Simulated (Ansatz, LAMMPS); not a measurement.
# Relaxing glassy nearly rigid 84SiO2-7CaO-5ZnO-5Li2O (mol %), from a frame at 1500 K (127 atoms)

Aim: bring glassy nearly rigid 84SiO2-7CaO-5ZnO-5Li2O (mol %), from a frame at 1500 K (127 atoms) to a nearby minimum of the energy and see what moves.

Calculated with Ansatz 0.2.0; Kohn-Sham DFT, PBEsol, PAW (set soft_2), plane waves.

### Step 1. The starting structure

The cell holds 127 atoms: 37 Si, 3 Ca, 2 Zn, 4 Li and 81 O. Its edges and angles: a = 12.056 Å, b = 12.056 Å, c = 12.056 Å, α = 90.0°, β = 90.0°, γ = 90.0°. 127 atoms (37 Si, 3 Ca, 2 Zn, 4 Li, 81 O) placed at random at 2.38 g/cm³, melted at 4000 K for 10 ps at fixed volume with the Morse and Coulomb pair potential with partial charges (Pedone, Malavasi, Menziani, Cormack and Segre, J. Phys. Chem. B 110, 11780 (2006)). Snapshot at the end of a hold of 10 ps at 1500 K and zero pressure.

What the set-up can't give: The network of bonds at the start is that of the classical potential that made the cell. Only the Γ point is sampled, in a cell whose shortest periodic width is 12 Å.

### Step 2. How the cell was made

A classical potential supplies the starting structure, since it reaches far longer times than DFT.

This step: classical MD, Morse and Coulomb pair potential with partial charges (Pedone, Malavasi, Menziani, Cormack and Segre, J. Phys. Chem. B 110, 11780 (2006)) (LAMMPS 22 Jul 2025 - Update 4).

in.lmp

```
# melt-quench of Si37Ca3Zn2Li4O81
units metal
atom_style charge
boundary p p p
region box block 0 12.2226 0 12.2226 0 12.2226
create_box 5 box
mass 1 28.0850   # Si
mass 2 40.0780   # Ca
mass 3 65.3800   # Zn
mass 4 6.9400   # Li
mass 5 15.9990   # O
create_atoms 1 random 37 676204 NULL overlap 1.5 maxtry 2000
create_atoms 2 random 3 676211 NULL overlap 1.5 maxtry 2000
create_atoms 3 random 2 676218 NULL overlap 1.5 maxtry 2000
create_atoms 4 random 4 676225 NULL overlap 1.5 maxtry 2000
create_atoms 5 random 81 676232 NULL overlap 1.5 maxtry 2000
pair_style hybrid/overlay pedone 5.5 coul/long 8.0
pair_coeff * * coul/long
pair_coeff 1 5 pedone 0.340554 2.006700 2.100000 1   # Si-O
pair_coeff 2 5 pedone 0.030211 2.241334 2.923245 5   # Ca-O
pair_coeff 3 5 pedone 0.001221 3.150679 2.851850 1   # Zn-O
pair_coeff 4 5 pedone 0.001114 3.429506 2.681360 1   # Li-O
pair_coeff 5 5 pedone 0.042395 1.379316 3.618701 22   # O-O
set type 1 charge 2.4
set type 2 charge 1.2
set type 3 charge 1.2
set type 4 charge 0.6
set type 5 charge -1.2
kspace_style pppm 1.0e-4
neigh_modify delay 0 every 1 check yes
thermo_style custom step time temp pe press density
thermo_modify norm yes
timestep 0.002
thermo 100
# [... 22 lines left out ...]
compute msd all msd com yes
thermo 1250
fix md all npt temp 1500 1500 0.2 iso 0 0 2
run 5000 post no
print "== T1500: mean square displacement over the hold $(c_msd[4]:%.2f) A^2"
unfix md
uncompute msd
write_dump all custom T1500.dump id type xs ys zs modify sort id
```

The run is started by

```console
> lmp -in in.lmp -log none -nocite
```

Numbers of over 12 decimals in the logs are rounded to 6 here.

Output:

```text
LAMMPS (22 Jul 2025 - Update 4)
Created orthogonal box = (0 0 0) to (12.2226 12.2226 12.2226)
Created 37 atoms
Created 3 atoms
Created 2 atoms
Created 4 atoms
Created 81 atoms
PPPM initialization ...
  G vector (1/distance) = 0.39220384
  grid = 15 15 15
  estimated relative force accuracy = 3.7197864e-05
   Step          Time           Temp          PotEng         Press         Density
         0   0              0             -4.8690204      472030.18      2.3770242
        95   0.19           0             -16.118893     -39562.299      2.3770242
Loop time of 0.0798461 s on 1 MPI rank(s) for 95 steps with 127 atoms
Minimization stats:
  Stopping criterion = energy tolerance
  Energy initial, next-to-last, final =
     -4.86902043595553  -16.1174449223406  -16.1188930569428
  Force two-norm initial, final = 333.44558 2.3587259
  Iterations, force evaluations = 95 121
   Step          Time           Temp          PotEng         Press         Density
[... 10 lines left out ...]
      4998   9.996          3566.9827     -15.703154      21384.49       2.3770242
      5831   11.662         4058.6334     -15.591232     -7591.0239      2.3770242
[... 1 line left out ...]
Loop time of 2.8948 s on 1 MPI rank(s) for 5000 steps with 127 atoms
   Step          Time           Temp          PotEng         Press         Density
[... 5 lines left out ...]
Loop time of 2.85131 s on 1 MPI rank(s) for 5000 steps with 127 atoms
   Step          Time           Temp          PotEng         Press         Density
[... 4 lines left out ...]
Loop time of 4.06419 s on 1 MPI rank(s) for 5000 steps with 127 atoms
   Step          Time           Temp          PotEng         Press         Density
[... 2 lines left out ...]
     17500   35             1431.8675     -16.117363     -34288.955      2.5752003
     18750   37.5           1575.4483     -16.111232     -10845.04       2.5536023
     20000   40             1589.7203     -16.137982      19326.237      2.5847499
     21000   42             1501.7325     -16.080617      2834.5212      2.4767998
Loop time of 4.0901 s on 1 MPI rank(s) for 5000 steps with 127 atoms
== T1500: mean square displacement over the hold 0.95 A^2
```

The job ended after 15 s (1 thread of Arm Neoverse V2, shared host; peak memory 0.07 GiB).

### Step 3. Single point at the start

The forces at the start show how far the geometry lies from a minimum of this functional.

input.yaml

```yaml
crystal:
  lattice:
    - [12.05622, 0.0, 0.0]
    - [0.0, 12.05622, 0.0]
    - [0.0, 0.0, 12.05622]
  atoms:
    - { symbol: Si, position: [0.59494, 0.92922, 0.55356] }
    - { symbol: Si, position: [0.54459, 0.30986, 0.01865] }
    - { symbol: Si, position: [0.20496, 0.573, 0.93591] }
    - { symbol: Si, position: [0.89225, 0.01766, 0.81464] }
    - { symbol: Si, position: [0.29624, 0.11785, 0.32863] }
    - { symbol: Si, position: [0.23323, 0.51279, 0.30539] }
    - { symbol: Si, position: [0.28036, 0.80513, 0.05875] }
    - { symbol: Si, position: [0.19546, 0.67244, 0.70933] }
    - { symbol: Si, position: [0.20539, 0.7625, 0.28846] }
    - { symbol: Si, position: [0.51529, 0.48083, 0.24481] }
    - { symbol: Si, position: [0.32576, 0.90658, 0.68012] }
    - { symbol: Si, position: [0.94294, 0.90262, 0.04302] }
    - { symbol: Si, position: [0.71316, 0.15372, 0.53967] }
    - { symbol: Si, position: [0.125, 0.48654, 0.53982] }
    - { symbol: Si, position: [0.42721, 0.48667, 0.85823] }
    - { symbol: Si, position: [0.74406, 0.60801, 0.87822] }
    - { symbol: Si, position: [0.16864, 0.06244, 0.5718] }
    - { symbol: Si, position: [0.06943, 0.27673, 0.68189] }
    - { symbol: Si, position: [0.00697, 0.87565, 0.40997] }
    - { symbol: Si, position: [0.00345, 0.25529, 0.91901] }
    - { symbol: Si, position: [0.42873, 0.90524, 0.3544] }
    - { symbol: Si, position: [0.40789, 0.10882, 0.8028] }
    - { symbol: Si, position: [0.8965, 0.63957, 0.06977] }
    - { symbol: Si, position: [0.51684, 0.85057, 0.11564] }
    - { symbol: Si, position: [0.01869, 0.88974, 0.6729] }
    - { symbol: Si, position: [0.76387, 0.34778, 0.92012] }
    - { symbol: Si, position: [0.92997, 0.28665, 0.25836] }
    - { symbol: Si, position: [0.76663, 0.77354, 0.4412] }
    - { symbol: Si, position: [0.66803, 0.68277, 0.22355] }
    - { symbol: Si, position: [0.0671, 0.04205, 0.23505] }
    - { symbol: Si, position: [0.0627, 0.46413, 0.12324] }
    - { symbol: Si, position: [0.66566, 0.08714, 0.76184] }
    [... 89 atom lines left out ...]
    - { symbol: O, position: [0.54663, 0.09793, 0.81669] }
    - { symbol: O, position: [0.69035, 0.8477, 0.53257] }
    - { symbol: O, position: [0.79764, 0.28109, 0.23985] }
    - { symbol: O, position: [0.24267, 0.1442, 0.45979] }
    - { symbol: O, position: [0.21932, 0.79705, 0.16484] }
    - { symbol: O, position: [0.95891, 0.26629, 0.39676] }
kpoints:
  mp_grid: { grid: [1, 1, 1] }
hamiltonian:
  xc: pbesol
scf:
  occupations: { method: fermi_dirac, width: 0.129 }
output:
  forces: true
  stress: true
  populations: true
  dos:
    method: { smearing: { sigma: 0.08 } }
    de: 0.1
    projected: { site_lists: { Ca: [Ca], Li: [Li], O: [O], Si: [Si], Zn: [Zn] } }
  eigenvalues: true
```

The run is started by

```console
> ansatz run input.yaml --threads 4 --pin off --max-ram 8192MiB --backend cpu --events-out ev --progress --plain --runs-dir out
```

Output:

```text
band count auto-derived: 483 (N_el = 700.0; filled up to band 350; 477 by the electrons, moments and atoms)
Engine: ansatz 0.2.0, aarch64-unknown-linux-gnu
Pseudopotentials: kind: paw
Pseudopotential: Si, paw, valence charge 4, recommended cutoff 420 eV (normal), Si.paw.azcp
Pseudopotential: Ca, paw, valence charge 10, recommended cutoff 420 eV (normal), Ca.paw.azcp
Pseudopotential: Zn, paw, valence charge 12, recommended cutoff 420 eV (normal), Zn.paw.azcp
Pseudopotential: Li, paw, valence charge 3, recommended cutoff 420 eV (normal), Li.paw.azcp
Pseudopotential: O, paw, valence charge 6, recommended cutoff 420 eV (normal), O.paw.azcp
[... 3 lines on functional and potentials left out ...]
Crystal: 127 atoms, lattice volume = 1752.401 Å³
Basis set: ecut = 420 eV, 34265 PW (Γ), exchange–correlation on 162×162×162 points (8 copies of the dense FFT grid, shifted against one another)
Bands: 483, of which v1, the nominal top of the filled ones, is band 350 counted from 1 (349 counted from 0)
Symmetry: 1 space group operations
Space group: P1 (ITA 1), of the structure as read, at distance tolerance 1.2e-4 Å
k-points: 1
[... 15 lines on functional and potentials left out ...]
Initial density: superposition of atomic densities (neutral atoms: chi_scale 0, normalization atom), corrected by the library's trained network
Initial wavefunctions: pseudopotential atomic-orbital guess
Functional: x = pbesol(κ = 0.804, μ = 0.123457), c = pbesol(β = 0.046)
SCF iter   1: F=—  HF=-81282.257254 eV  |F-HF|=—  |Δ(HF+E_count)|=         —  Δρ=1.19e-2  dr2=2.02e0  ethr=1.77e-3  ⟨swp⟩=7.0  Hψ=2558  notcnv=0  defer=58
preconditioner: auto → Resta (q_TF=auto, 2.341 Å⁻¹)  ε∞=3.3  [insulator: Δε(μ)=2.262 eV  Ē_g=15.420 eV  σ=0.129 eV  W_gap=1.00  n_scr=388 (ndim 8)  ℏωp=23.2 eV  f_vac=0.172  D(μ)=0.01/eV (n_scr^D=0)  ε∞_Penn≈3.3]
SCF iter   2: F=—  HF=-81281.718477 eV  |F-HF|=—  |Δ(HF+E_count)|=   5.39e-1  Δρ=2.41e-3  dr2=9.30e-2  ethr=2.88e-4  ⟨swp⟩=2.0  Hψ=841  notcnv=0  defer=98
SCF iter   3: F=—  HF=-81281.707226 eV  |F-HF|=—  |Δ(HF+E_count)|=   1.13e-2  Δρ=1.02e-3  dr2=3.06e-2  ethr=1.33e-5  ⟨swp⟩=2.0  Hψ=636  notcnv=0  defer=98
SCF iter   4: F=—  HF=-81281.706044 eV  |F-HF|=—  |Δ(HF+E_count)|=   1.18e-3  Δρ=9.25e-4  dr2=1.53e-2  ethr=4.38e-6  ⟨swp⟩=2.0  Hψ=642  notcnv=0  defer=98
SCF iter   5: F=—  HF=-81281.703165 eV  |F-HF|=—  |Δ(HF+E_count)|=   2.88e-3  Δρ=1.77e-4  dr2=9.18e-4  ethr=2.18e-6  ⟨swp⟩=2.0  Hψ=812  notcnv=0  defer=102
SCF iter   6: F=—  HF=-81281.703320 eV  |F-HF|=—  |Δ(HF+E_count)|=   1.55e-4  Δρ=1.41e-4  dr2=3.23e-4  ethr=1.31e-7  ⟨swp⟩=2.0  Hψ=722  notcnv=0  defer=102
SCF iter   7: F=—  HF=-81281.703340 eV  |F-HF|=—  |Δ(HF+E_count)|=   1.98e-5  Δρ=2.85e-5  dr2=1.74e-5  ethr=4.61e-8  ⟨swp⟩=2.0  Hψ=666  notcnv=0  defer=102
SCF iter   8: F=—  HF=-81281.708165 eV  |F-HF|=—  |Δ(HF+E_count)|=   4.82e-3  Δρ=1.93e-5  dr2=5.60e-6  ethr=2.48e-9  ⟨swp⟩=2.0  Hψ=730  notcnv=0  defer=102
SCF iter   9: F=—  HF=-81281.708167 eV  |F-HF|=—  |Δ(HF+E_count)|=   2.37e-6  Δρ=5.89e-6  dr2=6.00e-7  ethr=8.00e-10  ⟨swp⟩=2.0  Hψ=658  notcnv=0  defer=102
SCF iter  10: F=—  HF=-81281.708168 eV  |F-HF|=—  |Δ(HF+E_count)|=   7.94e-7  Δρ=2.87e-6  dr2=1.44e-7  ethr=1.43e-11  ⟨swp⟩=16.0  Hψ=2840  notcnv=0
SCF iter  11: F=-81281.708168 eV  HF=-81281.708168 eV  |F-HF|=3.35e-9  |Δ(HF+E_count)|=   1.35e-7  Δρ=1.74e-6  dr2=4.60e-8  ethr=1.43e-11  ⟨swp⟩=5.0  Hψ=1749  notcnv=0
SCF 1 converged in 11 iterations: F = -81281.708168 eV  dr2 = 4.60e-8
  greatest PAW one-centre occupation: 1.000 electrons in one spin orbital (limit 2), on the Li atom at site 43 (counted from 0), in its partial waves of l = 0
SCF converged after 11 iterations
Free energy (F): -81281.708168 eV
Harris-Foulkes:  -81281.708168 eV  (|F-HF|=3.35e-9)
Internal energy: -81281.705956 eV  (E = F + TS)
E sigma→0 (E₀):  -81281.707062 eV
Entropy (-TS):   -0.002212 eV (-0.017 meV/atom)
Fermi energy:    5.156865 eV
--- Per-component energies (eV) ---
  E_band       = -3807.984837
  E_kinetic    = 17222.602051
  E_local      = -52634.999373  (includes V_loc(G=0)·N_el)
  E_nonlocal   = 6125.089445
  E_hartree    = 19813.507746
  E_xc         = -8682.963879
  E_vxc        = -10025.402240  (∫ρ·V_xc dr)
  E_paw        = -37057.835686  (= ΣΔE_a)
  E_vpaw       = -4122.485402  (= ΣTr[D̂ρ^β])
  E_aug_tail   = 0.205587  (compensation charges beyond the density's cutoff)
  E_ewald      = -26073.289005
  E_core_change = 5.977158  (= ΣΔE_core)
  E_smearing   = -0.002212  (= −TS)
  E_closure    = -0.000000  (closes the sum)
  Σ components = -81281.708168   (vs F -81281.708168, Δ=0.00e0)
--- Forces (eV/Å), atoms counted from 1 ---
  atom   1  Si    -3.30910468     2.44425577     4.30002669
  atom   2  Si    -3.61841659     1.36691835     2.41759293
  atom   3  Si     1.91646976     0.66747115    -1.41056108
  atom   4  Si     4.00390287    -0.60794326     4.04285037
  atom   5  Si    -5.28790291     5.51915968    -1.32182931
  atom   6  Si     2.38289017    -3.88899589    -0.95909734
  atom   7  Si     4.63877421    -3.45615914    -6.96891873
  atom   8  Si    -2.87044877     3.92575400    -2.93815882
  atom   9  Si     4.08664041     1.79686068     2.47719235
  atom  10  Si    -1.80603407    -5.00199860    -4.91270943
  atom  11  Si     1.58954703    -2.23681263    -2.32070568
  atom  12  Si    -3.24522890    -0.12869551     3.62342210
  atom  13  Si     0.30041392     0.71237318    -0.32399000
  atom  14  Si    -0.87492262    -0.97202421    -1.91184141
[...]
atom 126  O     -3.22262961    -0.66211485     4.91988633
  atom 127  O      0.01708661     0.85234387    -0.88408582
  max |Σ_I F_I| component: 8.38e-5 eV/Å
--- Stress (GPa, compression-positive) ---
        1.553264      -0.755692       1.070269
       -0.755694       0.991933      -0.773795
        1.070267      -0.773796       1.293263
  P = ⅓ Tr σ = 1.2795 GPa (12.795 kbar)
--- Band table (eV) ---
  k-point 0: bands = ["-41.4742", "-40.5818", "-39.7667", "-39.4334", [... 467 levels ...], "12.8507", "12.9186", "12.9405", "12.9704", "12.9785", "12.9942", "13.0238", "13.0843", "13.1100", "13.1444", "13.1909", "13.1971"]
--- Löwdin populations: 127 sites ---
  site symbol       q [e]
     0     Si      2.3481
     1     Si      2.3320
     2     Si      2.2810
[...]
126      O      6.7473
  spilling = 0.013576 (of n_electrons = 700.000000)
```

It took 37 s on 4 threads of Arm Neoverse V2, shared host; peak memory 2.6 GiB.

The column dr2 measures how far the density is from self-consistency, as an energy; F and HF (Harris–Foulkes) agree once it is small.

The run gave:

```yaml
free_energy: -81281.7082 eV
free_energy_per_atom: -640.0135 eV/atom
scf_cycles: 11
pressure: 1.279 GPa
r_m_s_force_component: 2.5 eV/Å
longest_force: 12.19 eV/Å
fermi_energy: 5.157 eV
spacing_of_highest_filled_and_lowest_empty_level: 1.969 eV
spilling_of_the_projection: 0.01358
```

The r.m.s. force component of 2.5 eV/Å and the pressure of 1.3 GPa set the starting point.

Length of the force by element:

| element | coordination | atoms | mean length of the force (eV/Å) | spread | least | most |
| --- | --- | --- | --- | --- | --- | --- |
| Ca | all | 3 | 1.62 | 0.408 | 1.17 | 2.16 |
| Li | all | 4 | 0.559 | 0.0606 | 0.493 | 0.629 |
| O | all | 81 | 3.13 | 2.12 | 0.404 | 12.2 |
| Si | all | 37 | 5.27 | 2.18 | 0.838 | 10.3 |
| Zn | all | 2 | 1.98 | 0.614 | 1.37 | 2.60 |

(Continued in part 2 of 3.)

[Logs are printed without paths, hosts, clocks, repeated set-up lines and the standing remarks that a program may print on its own settings, such as how far it seeks lower states.]

[Hosts, paths, dates, database ids (printed as entryN), source tags and the programs' standing remarks are cut or masked in the printed files.]
